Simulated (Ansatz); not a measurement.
# How FeGe absorbs and reflects light, part 2 of 2

What colour and refractive index does FeGe have at this level of theory? The cell comes from an older database entry, whose edges can differ from later determinations, mostly by under a per cent.

Ansatz 0.2.0; DFT, PBE, plane-wave PAW, default files, scalar-relativistic, independent-particle optical response without local fields.

So far. Step 2 (Ground state and bands): There are states at the Fermi level within the smearing, so the occupations stay smeared and the carriers get a Drude term. The cell is left with a pressure of -2.7 GPa and forces up to 0.07 eV/Å, as it stands unrelaxed at this level.

The database entry behind the starting cell differs from later determinations by our own check (about 0.2 % short), so it need not match the best structure at ambient conditions.

## Step 3: Spectrum

With the density converged, the vertical transitions are summed over the zone.

This step: DFT, PBE, plane-wave PAW, default files, scalar-relativistic, independent-particle optical response without local fields (Ansatz 0.2.0).

The input, input.yaml:

```yaml
crystal:
  lattice:
    - [4.689, 0.0, 0.0]
    - [0.0, 4.689, 0.0]
    - [0.0, 0.0, 4.689]
  atoms:
    - { symbol: Ge, position: [0.158, 0.342, 0.658] }
    - { symbol: Ge, position: [0.342, 0.658, 0.158] }
    - { symbol: Ge, position: [0.658, 0.158, 0.342] }
    - { symbol: Ge, position: [0.842, 0.842, 0.842] }
    - { symbol: Fe, position: [0.865, 0.635, 0.365], spin: 3.0 }
    - { symbol: Fe, position: [0.635, 0.365, 0.865], spin: 3.0 }
    - { symbol: Fe, position: [0.365, 0.865, 0.635], spin: 3.0 }
    - { symbol: Fe, position: [0.135, 0.135, 0.135], spin: 3.0 }
magnetization:
  spin_polarized: true
kpoints:
  mp_grid: { grid: [5, 5, 5] }
scf:
  occupations: { method: fermi_dirac, width: 0.05 }
hamiltonian:
  xc: pbe
  pseudopotentials: { kind: paw }
output:
  optics:
    e_range: [0, 14]
    de: 0.05
    sigma: 0.1
    drude_damping: 0.03
    nscf_kmesh: { grid: [6, 6, 6] }
    bands: { spectra_wanted_up_to: 14 }
```

On the command line:

```console
$ ansatz run input.yaml --threads 4 --pin off --max-ram 8192MiB --backend cpu --events-out ev --progress --plain --runs-dir out
```

Numbers of over 12 decimals in the logs are rounded to 6 here.

The log of the run:

```text
[...]
Crystal: 8 atoms, lattice volume = 103.096 Å³
Basis set: ecut = 420 eV, 2007 PW (Γ)
Bands: 80, of which v1, the nominal top of the filled ones, is band 60 counted from 1 (59 counted from 0)
Symmetry: 12 space group operations
[...]
k-points: 11 of 125 (time reversal used)
[...]
Starting moments: Σ|m| = 12 μB on 4 of 8 sites
[...]
SCF iter  17: F=-35102.596005 eV  HF=-35102.596005 eV  |F-HF|=1.46e-11  |Δ(HF+E_count)|=  7.28e-12  Δρ=2.36e-8 (↑1.85e-8 ↓2.36e-8)  dr2=1.84e-12  dr2_m=6.91e-15  M=4.276 μB ∫|m|=5.386 μB  ethr=1.00e-12  ⟨swp⟩=6.3  Hψ=5513  notcnv=0
SCF 1 converged in 17 iterations: F = -35102.596005 eV  dr2 = 1.84e-12
[...]
NSCF: frozen V_eff on 24 k-points
output.optics: what the bands over the 109 summed would add to eps1, eps2 and the energy-loss function is held between a lower and an upper bound (8 Lanczos steps). eps1, eps2 and their loss function (loss_summed_bands) are given on every row as the summed bands alone make them. Along an axis, on a row where the two bounds hold the loss function to about 1 % of the greater of itself and 0.5 % of |1/eps|, its cell (loss_completed) is given, with the completed eps1 and eps2 that it is formed of (a cell that is left empty reads nan in the table and null in the record). The two bounds hold it so along every axis on all 280 rows up to 14.000 eV. [rest of the remark cut]
SCF converged after 17 iterations
Magnetization: 4.2762 μB (62.1381 up, 57.8619 down)
Absolute magnetization: 5.3871 μB (∫|ρ↑−ρ↓|, with the PAW one-centre terms)
[...]
Per-site moments (μB) at R_I (Å): [(-0.055540, 0.981595), (-0.055540, 0.981595), (-0.055540, 0.981595), (-0.055540, 0.981595), (1.183478, 0.981595), (1.183478, 0.981595), (1.183478, 0.981595), (1.183478, 0.981595)]
Free energy (F): -35102.596005 eV
[...]
Internal energy: -35102.539348 eV  (E = F + TS)
E sigma→0 (E₀):  -35102.567676 eV
Entropy (-TS):   -0.056658 eV (-7.082 meV/atom)
Fermi energy:    16.784794 eV
[...]
--- Band table (eV; the first three rows and the last of 22) ---
  k-point 0 ↑: bands = [... 56 lower, 15.9089, 15.9195, 15.9195, 15.9195, 16.4675, 16.4675, 16.4675, 18.5350, ... 16 higher]
  k-point 1 ↑: bands = [... 56 lower, 15.7430, 15.8475, 15.9317, 16.0814, 16.3155, 16.3830, 17.1511, 17.8682, ... 16 higher]
  k-point 2 ↑: bands = [... 56 lower, 15.6890, 15.7440, 15.9930, 16.0251, 16.1993, 16.2692, 17.5581, 17.6147, ... 16 higher]
  k-point 10 ↓: bands = [... 56 lower, 16.5716, 16.6470, 16.6717, 16.7482, 17.5293, 17.5601, 17.8291, 17.8888, ... 16 higher]
```

It took 25 min on 4 threads of AMD EPYC (Zen 3), shared host; peak memory 3 GiB.

This step gave:

- main peak of the optical conductivity above 1 eV, first axis: 5.145 eV
- Drude plasma energy, first axis: 1.917 eV
- bands summed: 109
- spectra valid up to: 24.02 eV
- program's estimate of the k-sum error in Im epsilon: 0.22 %
- electrons in the f-sum: 42.95

The Im ε, any direction has structure finer than the step of the table below, so its rows give means over 0.5 eV, whole bins alone (the curve runs from 0.3 to 14 eV). Peaks (eV: height): 0.35: 65.6, 5.15: 23.4.

Table of Im ε, any direction by photon energy; means over each step:

```tsv
photon energy (eV)	Im ε, any direction
1.0	23.3
1.5	25.0
2.0	18.5
2.5	13.9
3.0	13.4
3.5	14.5
4.0	17.5
4.5	19.0
5.0	20.0
5.5	16.9
6.0	13.1
6.5	10.5
7.0	7.80
7.5	5.96
8.0	4.91
8.5	4.33
9.0	3.69
9.5	3.21
10.0	2.86
10.5	2.37
11.0	2.11
11.5	2.02
12.0	1.88
12.5	1.69
13.0	1.53
13.5	1.24
```

Re ε, any direction against photon energy:

photon energy (eV), Re ε, any direction and a bar from the least value:
```
      0.5        9.9 ########################
      1.0       13.2 #############################
      1.5       13.7 ##############################
      2.0        3.6 ###############
      2.5        8.1 ######################
      3.0        9.3 #######################
      3.5       10.3 #########################
      4.0        6.7 ####################
      4.5        5.6 ##################
      5.0        4.2 ################
      5.5       -4.9 ##
      6.0       -5.6 #
      6.5       -6.4 
      7.0       -6.5 
      7.5       -5.3 ##
      8.0       -4.2 ###
      8.5       -3.9 ####
      9.0       -3.5 ####
      9.5       -3.1 #####
     10.0       -2.9 #####
     10.5       -2.5 ######
     11.0       -2.2 ######
     11.5       -1.9 #######
     12.0       -1.8 #######
     12.5       -1.7 #######
     13.0       -1.6 #######
     13.5       -1.5 #######
     14.0       -1.4 ########
```

The reflectivity at normal incidence, any direction by photon energy; read off at these points:

photon energy (eV), reflectivity at normal incidence, any direction (%) and a bar from the least value:
```
    0.400       67.7 ##############################
    0.500       66.9 #############################
    0.750       56.0 #################
    1.000       51.0 ###########
    1.250       51.0 ############
    1.500       52.5 #############
    1.700       54.1 ###############
    1.750       53.9 ###############
    2.000       49.1 #########
    2.250       41.9 #
    2.500       43.3 ###
    2.750       40.7 
    3.000       41.7 #
    3.250       41.5 #
    3.500       42.7 ##
    3.750       45.5 #####
    4.000       47.4 #######
    4.250       45.9 ######
    4.500       50.6 ###########
    4.550       51.2 ############
    4.750       50.5 ###########
    5.000       49.5 ##########
    5.250       58.1 ###################
    5.500       57.4 ###################
    5.750       57.0 ##################
    6.000       57.2 ##################
    6.250       57.5 ###################
    6.500       59.0 ####################
    6.750       59.5 #####################
    7.000       61.1 #######################
    7.250       59.8 #####################
    7.500       58.9 ####################
    7.750       59.4 #####################
    8.000       55.6 #################
    8.250       55.9 #################
    8.500       55.7 #################
    8.750       55.7 #################
    9.000       54.6 ###############
    9.250       54.6 ###############
    9.500       53.7 ##############
    9.750       53.1 ##############
   10.000       53.4 ##############
   10.250       54.4 ###############
   10.500       53.3 ##############
   10.750       52.4 #############
   11.000       51.0 ###########
   11.250       49.3 ##########
   11.500       47.4 ########
   11.750       47.5 ########
   12.000       48.0 ########
   12.250       47.8 ########
   12.500       48.9 #########
   12.750       47.7 ########
   13.000       48.8 #########
   13.250       50.7 ###########
   13.500       51.9 ############
   13.750       52.0 #############
   14.000       53.4 ##############
```

The refractive index n and extinction k by photon energy:

```tsv
photon energy (eV)	n	k
0.5	5.81	4.89
1.0	4.46	2.57
1.5	4.60	2.72
2.0	3.32	2.72
2.5	3.53	2.10
3.0	3.59	1.89
3.5	3.74	1.91
4.0	3.60	2.50
4.5	3.68	2.81
5.0	3.43	2.74
5.5	2.51	3.35
6.0	2.08	3.16
6.5	1.69	3.04
7.0	1.33	2.87
7.5	1.16	2.58
8.0	1.07	2.32
8.5	0.972	2.21
9.0	0.889	2.07
9.5	0.813	1.93
10.0	0.769	1.86
10.5	0.678	1.73
11.0	0.655	1.62
11.5	0.670	1.52
12.0	0.630	1.48
12.5	0.580	1.43
13.0	0.555	1.39
13.5	0.468	1.32
14.0	0.408	1.23
```

Table of loss function −Im 1/ε at q → 0, any direction by energy loss; read off at these points:

energy loss (eV), loss function −Im 1/ε at q → 0, any direction and a bar:
```
      0.5      0.017 
      1.0      0.033 #
      1.5      0.031 #
      2.0      0.053 ###
      2.5      0.052 ###
      3.0      0.050 ###
      3.5      0.046 ###
      4.0      0.049 ###
      4.5      0.045 ##
      5.0      0.051 ###
      5.5      0.055 ###
      6.0      0.064 ####
      6.5      0.070 #####
      7.0      0.076 #####
      7.5      0.094 #######
      8.0      0.117 #########
      8.5      0.126 ##########
      9.0      0.144 ###########
      9.5      0.162 #############
     10.0      0.174 ##############
     10.5      0.197 ################
     11.0      0.229 ###################
     11.5      0.268 ######################
     12.0      0.278 #######################
     12.5      0.293 #########################
     13.0      0.310 ##########################
     13.5      0.323 ###########################
     14.0      0.354 ##############################
```

At chosen wavelengths:

```tsv
wavelength (nm)	n	k	R (%)	1/α
1550	4.31	3.027	53.8	41 nm
800	4.57	2.749	52.6	23 nm
532	3.44	1.973	41.7	21 nm
405	3.59	1.915	41.9	17 nm
365	3.66	1.871	42.0	16 nm
308	3.56	2.486	47.2	9.9 nm
193	1.77	3.090	58.9	5.0 nm
```

In reflection the computed colour is light grey: x = 0.326, y = 0.332, luminous reflectivity 44 %.

## Step 4: Results

| Item | Value |
| --- | --- |
| gap on the path | 0 eV |
| main peak of the optical conductivity above 1 eV, first axis | 5.15 eV |
| Drude plasma energy, first axis | 1.92 eV |

What this shows: At this level (PBE, independent particles) FeGe is a metal with a Drude plasma energy of 1.9 eV; it reflects 42 % at 550 nm. Along x the bare Drude plasma energy is 1.9 eV; Re ε first rises through zero at 0.21 eV, far lower, because interband transitions screen the carriers. Im ε is 58 there, so the loss peak at that energy is weak. In reflection the computed colour is light grey: x = 0.326, y = 0.332, luminous reflectivity 44 %. In the base run ε includes the program's bounded estimate of what the bands above those summed add. The carriers' damping of 0.03 eV is typed, not computed; at 0.8 eV the carriers give 1 % of Im ε along the first axis; the rest comes from the sum over bands, which at low energy also holds close bands and the noise of the mesh. The magnetic state comes from one start and need not be the lowest. The Fermi-Dirac width of 0.05 eV acts as an electron temperature of 580 K in the carriers' term.

[Logs are printed without paths, hosts, clocks, repeated set-up lines and the standing remarks that a program may print on its own settings, such as how far it seeks lower states.]

[Hosts, paths, dates, database ids (printed as entryN), source tags and the programs' standing remarks are cut or masked in the printed files.]
